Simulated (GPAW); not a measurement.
## How the form of the self-energy moves the gap of SiO2 (Quartz)

Aim: compare treatments of exchange, screening and correlation for the gap of SiO2 (Quartz).

Calculated with GPAW 26.7.0; PBE and many-body steps on it, plane waves.

### 1. The starting structure

The structure is trigonal, space group P3_121 (No. 152). Conventional cell: a = 4.916 Å, b = 4.916 Å, c = 5.409 Å, α = 90.00°, β = 90.00°, γ = 120.00°. Nearest to Si lie 4 O at 1.61 Å. O has 2 Si at 1.61 Å nearest. Farther neighbours and most contacts between anions are not listed.

Structure file:

```cif
data_structure
_symmetry_space_group_name_H-M 'P 1'
_symmetry_Int_Tables_number 1
_cell_length_a 4.9158
_cell_length_b 4.9158
_cell_length_c 5.4091
_cell_angle_alpha 90.000
_cell_angle_beta 90.000
_cell_angle_gamma 120.000
_cell_volume 113.20
loop_
_atom_site_label
_atom_site_type_symbol
_atom_site_fract_x
_atom_site_fract_y
_atom_site_fract_z
_atom_site_occupancy
Si1 Si 0.53030 0.00000 0.33333 1
Si2 Si 0.00000 0.53030 0.66667 1
Si3 Si 0.46970 0.46970 0.00000 1
O4 O 0.14620 0.41420 0.88100 1
O5 O 0.58580 0.73200 0.21433 1
O6 O 0.26800 0.85380 0.54767 1
O7 O 0.41420 0.14620 0.11900 1
O8 O 0.73200 0.58580 0.78567 1
O9 O 0.85380 0.26800 0.45233 1
```

The cell and positions come from the Crystallography Open Database and are kept as given unless a step says otherwise.

### 2. Empty states on the mesh, 3×3×4 mesh, 100 bands

This step: GPAW 26.7.0; DFT, PBE, plane waves, PAW.

The sums over transitions need many empty states on a uniform mesh; this step solves for them.

File run.py:

```python
import json
import numpy as np
from gpaw.mpi import world
from gpaw import GPAW

calc = GPAW('gs.gpw').fixed_density(kpts={'size': (3, 3, 4), 'gamma': True},
    nbands=116,
    convergence={'bands': 100},
    txt='nscf.txt')
calc.write('full.gpw', mode='all')
res = {}
kpts = calc.get_ibz_k_points()
res['kpts'] = kpts
res['eigenvalues'] = [calc.get_eigenvalues(kpt=k) for k in range(len(kpts))]
res['n_electrons'] = calc.get_number_of_electrons()

if world.rank == 0:
    with open('result.json', 'w') as f:
        json.dump(res, f, default=lambda x: x.tolist())
```

Command:

```
> mpirun -n 4 gpaw python run.py
```

Numbers of over 12 decimals in the logs are rounded to 6 here.

Output:

```text
Diagonalizing LCAO Hamiltonian
Converting LCAO to pw mode
convergence criteria:
- Maximum integral of absolute [eigenst]ate change: 4e-08 eV^2 / valence electron
maximum number of iterations: 100

SCF iterations
|iter     |     time |      energy | eigst |  dens |
|iter:   1|  |             | +3.74 |       |
|iter:   2|  |             | +2.51 |       |
|iter:   3|  |             | +1.43 |       |
[...]
|iter:  12|  |             | -6.85 |       |
|iter:  13|  |             | -7.30 |       |
|iter:  14|  |             | -7.89c|       |
SCF steps: 14
  __  _  _
 | _ |_)|_||  |
 |__||  | ||/\| - 26.7.0

Input parameters:
  mode=PW(ecut=600.0),
  convergence={'bands': 100},
  gpts=array([28, 28, 32]),
  kpts=MonkhorstPack(size=(3, 3, 4), gamma=True),
  maxiter=100,
  nbands=116,
  occupations=Occupations(name='fermi-dirac', width=0.001, fixmagmom=False),
  parallel={},
  xc=XC(name='PBE')
# Writing to full.gpw (mode='all')
  [... matrices ...]

timing:  # [seconds]
  Total: 0.063  # ━━━━━━━━━━━━━━━━━━━━━━━━━━━━━━━━━━━━━━━━━━━━━━━━━━━━━━━━━━━
```

The job ended after 29 s (4 MPI ranks of Intel Xeon Platinum 8375C at 2.90GHz (Ice Lake), shared host; peak memory 1 GiB).

Numbers from this step:

- gap: 6.031 eV
- k of the valence top: 0.3333, 0.3333, 0
- k of the conduction bottom: 0, 0, 0
- least direct gap: 6.349 eV
- k points computed: 14
- lowest point of the top converged band, above the valence top: 40.80 eV

On this mesh the gap is 6.031 eV.

### 3. G0W0, Godby-Needs plasmon pole

G0W0 replaces the xc potential by the self-energy, built once from these orbitals. Only a window of levels is corrected, while the sums run over the empty bands that the input names.

This step: G0W0 on PBE, plane waves, PAW.

File run.py:

```python
import json
import numpy as np
from gpaw.mpi import world
from gpaw.response.g0w0 import G0W0

gw = G0W0('full.gpw',
    filename='gw',
    kpts=[0, 11],
    bands=(22, 26),
    ecut=50,
    nbands=90,
    integrate_gamma='WS',
    ppa=True)
gw.calculate()
res = {mode: {k: v for k, v in r.items() if k != 'sigma_eskwn'}
       for mode, r in gw.all_results.items()}

if world.rank == 0:
    with open('result.json', 'w') as f:
        json.dump(res, f, default=lambda x: x.tolist())
```

Command:

```
> mpirun -n 4 gpaw python run.py
```

Output:

```text
Using integrator: PointIntegrator
FrequencyGridDescriptor(from 0.000+0.000j to 0.000+27.211j eV, 2 points)
Nonperiodic BCs:  [False False False]
Using integrator: PointIntegrator
FrequencyGridDescriptor(from 0.000+0.000j to 0.000+27.211j eV, 2 points)
Nonperiodic BCs:  [False False False]
  ___  _ _ _
 |   || | | |
 | | || | | |
 |__ ||_____|
 |___|

BZ k-points: Symmetries present (total): 2

  [... matrices ...]
36 k-points: 3 x 3 x 4 Monkhorst-Pack grid + [0.000000,0.000000,1/8]
14 k-points in the irreducible part of the Brillouin zone
       k-points in crystal coordinates                weights
   0:     0.00000000    0.00000000    0.00000000          1/36
   1:     0.00000000    0.00000000    0.25000000          2/36
   2:     0.00000000    0.00000000    0.50000000          1/36
   3:     0.33333333   -0.33333333   -0.25000000          2/36
   4:     0.33333333   -0.33333333    0.00000000          2/36
   5:     0.33333333   -0.33333333    0.25000000          2/36
   6:     0.33333333   -0.33333333    0.50000000          2/36
   7:     0.33333333    0.00000000   -0.25000000          4/36
   8:     0.33333333    0.00000000    0.00000000          4/36
   9:     0.33333333    0.00000000    0.25000000          4/36
          ...
  13:     0.33333333    0.33333333    0.50000000          2/36

Distributing spins, k-points and bands (1 x 2 x 4) over 4 processes
Number of blocks: 1

Quasi particle states:
k-points (IBZ indices): [0, 11]
Band range: (22, 26)
  [... matrices ...]
Computational parameters:
Plane wave cut-off: 50 eV
Number of bands: 90
Coulomb cutoff: None
Broadening: 0.1 eV

fxc modes: GW
Kernel: RPA
Using Godby-Needs plasmon-pole approximation:
  Fitting energy: i*E0, E0 = 1.000 Hartree
Summing all q:

Calculating screened Coulomb potential
No Coulomb truncation
FrequencyGridDescriptor(from 0.000+0.000j to 0.000+27.211j eV, 2 points)
Removing empty qpoint cache files...

Calculating chi0 body with:
    Ground state adapter containing:
    Number of spins: 1
    Number of kpoints: 36
    Number of irreducible kpoints: 14
    Number of completely occupied states: 24
    Number of partially occupied states: 24
    Occupied states memory: 9.1875 M / cpu

    Linear response parametrization:
    q_c: [0.0, 0.0, 0.0]
    Number of frequency points: 2
    Planewave cutoff: 50.0
    Number of bands: 90
    Number of planewaves: 85
    Broadening (eta): 1e-06
    comm.size: 4
    kncomm.size: 4
    blockcomm.size: 1

    Memory estimate of potentially large arrays:
        chi0_wGG: 0.220490 M / cpu
Integrating chi0 body.

Symmetries of q_c:
    Direct symmetries (Uq -> q): 2
    Indirect symmetries (TUq -> q): 2
In total 4 allowed symmetries.

  [... matrices ...]
14 groups of equivalent kpoints. 61.111111% reduction.

Integral kind: response function
Integrating chi0 head and wings.

Symmetries of q_c:
    Direct symmetries (Uq -> q): 2
    Indirect symmetries (TUq -> q): 2
In total 4 allowed symmetries.

  [... matrices ...]
14 groups of equivalent kpoints. 61.111111% reduction.

Integral kind: response function wings

Calculating chi0 body with:
    Ground state adapter containing:
    Number of spins: 1
    Number of kpoints: 36
    Number of irreducible kpoints: 14
    Number of completely occupied states: 24
    Number of partially occupied states: 24
    Occupied states memory: 9.1875 M / cpu

[... the further q-points ...]

Results:
f:      Occupation numbers
eps:     KS-eigenvalues [eV]
vxc:     KS vxc [eV]
exx:     Exact exchange [eV]
sigma:   Self-energies [eV]
dsigma:  Self-energy derivatives
Z:       Renormalization factors
qp:      QP-energies [eV]

k-point 0 (0): (0.000, 0.000, 0.000)                GW
band       f     eps     vxc     exx   sigma  dsigma       Z      qp
                                                                   GW
  22   1.000   1.072 -20.351 -26.268   4.180  -0.205   0.830  -0.370
  23   1.000   1.072 -20.351 -26.268   4.180  -0.205   0.830  -0.370
  24   0.000   7.421 -12.354  -7.782  -2.964  -0.137   0.879   8.835
  25   0.000  10.688 -11.940  -6.604  -3.079  -0.146   0.873  12.658

k-point 1 (11): (0.333, 0.333, 0.000)                GW
band       f     eps     vxc     exx   sigma  dsigma       Z      qp
                                                                   GW
  22   1.000   0.949 -20.586 -26.568   4.247  -0.207   0.829  -0.489
  23   1.000   1.390 -20.956 -26.823   4.229  -0.205   0.830   0.030
  24   0.000  10.352 -13.759  -8.453  -3.015  -0.151   0.869  12.342
  25   0.000  10.352 -13.759  -8.453  -3.016  -0.151   0.869  12.342
```

Run time: 57 s. Hardware: 4 MPI ranks; peak memory 1.6 GiB.

Numbers from this step:

```
G0W0 gap on the points computed              : 8.805 eV
least direct G0W0 gap on the computed points : 9.205 eV
Z at the valence top                         : 0.8302
Z at the conduction bottom                   : 0.8794
starting gap on the mesh                     : 6.031 eV
k of the valence top                         : 0.3333, 0.3333, 0
k of the conduction bottom                   : 0, 0, 0
```

The gap on the mesh goes from 6.03 eV to 8.80 eV, a correction of +2.77 eV.

### 4. G0W0, full frequency, Hilbert transform

run.py, as its differences from that of step 3:

```diff
@@ -12,3 +12,5 @@
     integrate_gamma='WS',
-    ppa=True)
+    frequencies={'type': 'nonlinear', 'domega0': 0.1, 'omega2': 15.0},
+    eta=0.1,
+    nblocksmax=True)
 gw.calculate()
```

Command:

```
> mpirun -n 4 gpaw python run.py
```

Output:

```text
Using integrator: PointIntegrator
NonLinearFrequencyDescriptor(from 0.000 to 58.042 eV, 224 points)
Nonperiodic BCs:  [False False False]
Using integrator: PointIntegrator
NonLinearFrequencyDescriptor(from 0.000 to 58.042 eV, 224 points)
Nonperiodic BCs:  [False False False]
  ___  _ _ _
 |   || | | |
 | | || | | |
 |__ ||_____|
 |___|

BZ k-points: Symmetries present (total): 2

  [... matrices ...]
36 k-points: 3 x 3 x 4 Monkhorst-Pack grid + [0.000000,0.000000,1/8]
14 k-points in the irreducible part of the Brillouin zone
       k-points in crystal coordinates                weights
   0:     0.00000000    0.00000000    0.00000000          1/36
   1:     0.00000000    0.00000000    0.25000000          2/36
   2:     0.00000000    0.00000000    0.50000000          1/36
[...]
9:     0.33333333    0.00000000    0.25000000          4/36
          ...
  13:     0.33333333    0.33333333    0.50000000          2/36

Distributing spins, k-points and bands (1 x 2 x 4) over 1 process
Number of blocks: 4

Quasi particle states:
k-points (IBZ indices): [0, 11]
Band range: (22, 26)
  [... matrices ...]
Computational parameters:
Plane wave cut-off: 50 eV
Number of bands: 90
Coulomb cutoff: None
Broadening: 0.1 eV

fxc modes: GW
Kernel: RPA
Using full-frequency real axis integration
Summing all q:

Calculating screened Coulomb potential
No Coulomb truncation
NonLinearFrequencyDescriptor(from 0.000 to 58.042 eV, 224 points)
Removing empty qpoint cache files...

Calculating chi0 body with:
    Ground state adapter containing:
    Number of spins: 1
    Number of kpoints: 36
    Number of irreducible kpoints: 14
    Number of completely occupied states: 24
    Number of partially occupied states: 24
    Occupied states memory: 9.1875 M / cpu

[...]
q_c: [0.0, 0.0, 0.0]
    Number of frequency points: 224
    Planewave cutoff: 50.0
    Number of bands: 90
    Number of planewaves: 85
    Broadening (eta): 0.1
    comm.size: 4
    kncomm.size: 1
    blockcomm.size: 4

    Memory estimate of potentially large arrays:
        chi0_wGG: 6.173706 M / cpu
Integrating chi0 body.

Symmetries of q_c:
    Direct symmetries (Uq -> q): 2
    Indirect symmetries (TUq -> q): 2
In total 4 allowed symmetries.

  [... matrices ...]
14 groups of equivalent kpoints. 61.111111% reduction.

Integral kind: spectral function
Integrating chi0 head and wings.

Symmetries of q_c:
    Direct symmetries (Uq -> q): 2
    Indirect symmetries (TUq -> q): 2
In total 4 allowed symmetries.

  [... matrices ...]
14 groups of equivalent kpoints. 61.111111% reduction.

Integral kind: spectral function wings

Calculating chi0 body with:
    Ground state adapter containing:
    Number of spins: 1
    Number of kpoints: 36
    Number of irreducible kpoints: 14
    Number of completely occupied states: 24
    Number of partially occupied states: 24
    Occupied states memory: 9.1875 M / cpu

[... the further q-points ...]

Results:
f:      Occupation numbers
eps:     KS-eigenvalues [eV]
vxc:     KS vxc [eV]
exx:     Exact exchange [eV]
sigma:   Self-energies [eV]
dsigma:  Self-energy derivatives
Z:       Renormalization factors
qp:      QP-energies [eV]

k-point 0 (0): (0.000, 0.000, 0.000)                GW
band       f     eps     vxc     exx   sigma  dsigma       Z      qp
                                                                   GW
  22   1.000   1.072 -20.351 -26.268   4.179  -0.220   0.820  -0.353
  23   1.000   1.072 -20.351 -26.268   4.179  -0.220   0.820  -0.353
  24   0.000   7.421 -12.354  -7.782  -2.947  -0.138   0.878   8.849
[...]
k-point 1 (11): (0.333, 0.333, 0.000)                GW
band       f     eps     vxc     exx   sigma  dsigma       Z      qp
                                                                   GW
[...]
24   0.000  10.352 -13.759  -8.453  -3.009  -0.161   0.861  12.330
  25   0.000  10.352 -13.759  -8.453  -3.010  -0.161   0.861  12.330
```

It took 76 s on 4 MPI ranks; peak memory 1.6 GiB.

Numbers from this step:

```
G0W0 gap on the points computed              : 8.806 eV
least direct G0W0 gap on the computed points : 9.202 eV
Z at the valence top                         : 0.8205
Z at the conduction bottom                   : 0.8784
starting gap on the mesh                     : 6.031 eV
k of the valence top                         : 0.3333, 0.3333, 0
k of the conduction bottom                   : 0, 0, 0
```

Against G0W0 in GPAW (3×3×4 mesh, 90 bands, screening to 50 eV, Godby-Needs plasmon pole), the gap moves by +0.001 eV.

### 5. G0W0, multipole

run.py, as its differences from that of step 4:

```diff
@@ -12,5 +12,3 @@
     integrate_gamma='WS',
-    frequencies={'type': 'nonlinear', 'domega0': 0.1, 'omega2': 15.0},
-    eta=0.1,
-    nblocksmax=True)
+    mpa={'npoles': 4, 'wrange': [0, 40], 'varpi': 20.0, 'eta0': 0.01, 'eta_rest': 1.0, 'alpha': 1})
 gw.calculate()
```

Command:

```
> mpirun -n 4 gpaw python run.py
```

Output:

```text
Using integrator: PointIntegrator
FrequencyGridDescriptor(from 0.000+0.010j to 40.000+20.000j eV, 8 points)
Nonperiodic BCs:  [False False False]
Using integrator: PointIntegrator
FrequencyGridDescriptor(from 0.000+0.010j to 40.000+20.000j eV, 8 points)
Nonperiodic BCs:  [False False False]
  ___  _ _ _
 |   || | | |
 | | || | | |
 |__ ||_____|
 |___|

BZ k-points: Symmetries present (total): 2

  [... matrices ...]
36 k-points: 3 x 3 x 4 Monkhorst-Pack grid + [0.000000,0.000000,1/8]
14 k-points in the irreducible part of the Brillouin zone
[...]
GW
  22   1.000   1.072 -20.351 -26.268   4.176  -0.220   0.819  -0.355
  23   1.000   1.072 -20.351 -26.268   4.176  -0.220   0.819  -0.355
  24   0.000   7.421 -12.354  -7.782  -2.947  -0.144   0.874   8.842
[...]
k-point 1 (11): (0.333, 0.333, 0.000)                GW
band       f     eps     vxc     exx   sigma  dsigma       Z      qp
                                                                   GW
[...]
24   0.000  10.352 -13.759  -8.453  -3.009  -0.161   0.861  12.330
  25   0.000  10.352 -13.759  -8.453  -3.010  -0.161   0.861  12.329
```

Wall time 66 s (4 MPI ranks); peak memory 1.6 GiB; 4.4 min of CPU time.

Numbers from this step:

| Quantity | Value |
| --- | --- |
| G0W0 gap on the points computed | 8.802 eV |
| least direct G0W0 gap on the computed points | 9.196 eV |
| starting gap on the mesh | 6.031 eV |
| k of the valence top | 0.3333, 0.3333, 0 |
| k of the conduction bottom | 0, 0, 0 |

Against G0W0 in GPAW (3×3×4 mesh, 90 bands, screening to 50 eV, Godby-Needs plasmon pole), the gap moves by −0.003 eV.

### 6. Side by side

Times are wall times on 4 MPI ranks of Intel Xeon Platinum 8375C at 2.90GHz (Ice Lake), shared host, good to a factor of about two.

```csv
run,mesh,bands,screening cutoff (eV),DFT gap (eV),gap on the mesh (eV),direct (eV),time
"G0W0, Godby-Needs plasmon pole",3×3×4,90,50,6.031,8.805,9.205,57 s
"G0W0, full frequency, Hilbert transform",3×3×4,90,50,6.031,8.806,9.202,76 s
"G0W0, multipole",3×3×4,90,50,6.031,8.802,9.196,66 s
```

### 7. What came out

```yaml
g0w0_godby_needs_plasmon_pole: 8.805 eV
g0w0_full_frequency_hilbert_transform: 8.806 eV
g0w0_multipole: 8.802 eV
known_limits: not at the basis limit; coarse k mesh
```

In words: G0W0, full frequency, Hilbert transform: no change against G0W0, Godby-Needs plasmon pole. G0W0, multipole: −0.003 eV against G0W0, Godby-Needs plasmon pole. Bands and cutoff are finite, so the gap is not at the basis limit. The miss can reach some tenths of an eV and take either sign; the mesh is an error of its own. These stock PAW sets were not made for GW. In the G0W0 runs levels were corrected at 2 k points alone, so a gap called «on the mesh» is the least over those, and an edge elsewhere would be missed. The 3×3×4 mesh is coarse for this cell, which bears on the long-range parts of exchange and screening.

[Paths, hosts, dates, memory and timing lines, banners, echoed tables and standing remarks are left out of the program output.]

[Logs are printed without paths, hosts, clocks, repeated set-up lines and the standing remarks that a program may print on its own settings, such as how far it seeks lower states.]

[Runs of the session that timed out or met a known fault of the program may be left out.]

[Hosts, paths, dates, database ids (printed as entryN), source tags and the programs' standing remarks are cut or masked in the printed files.]
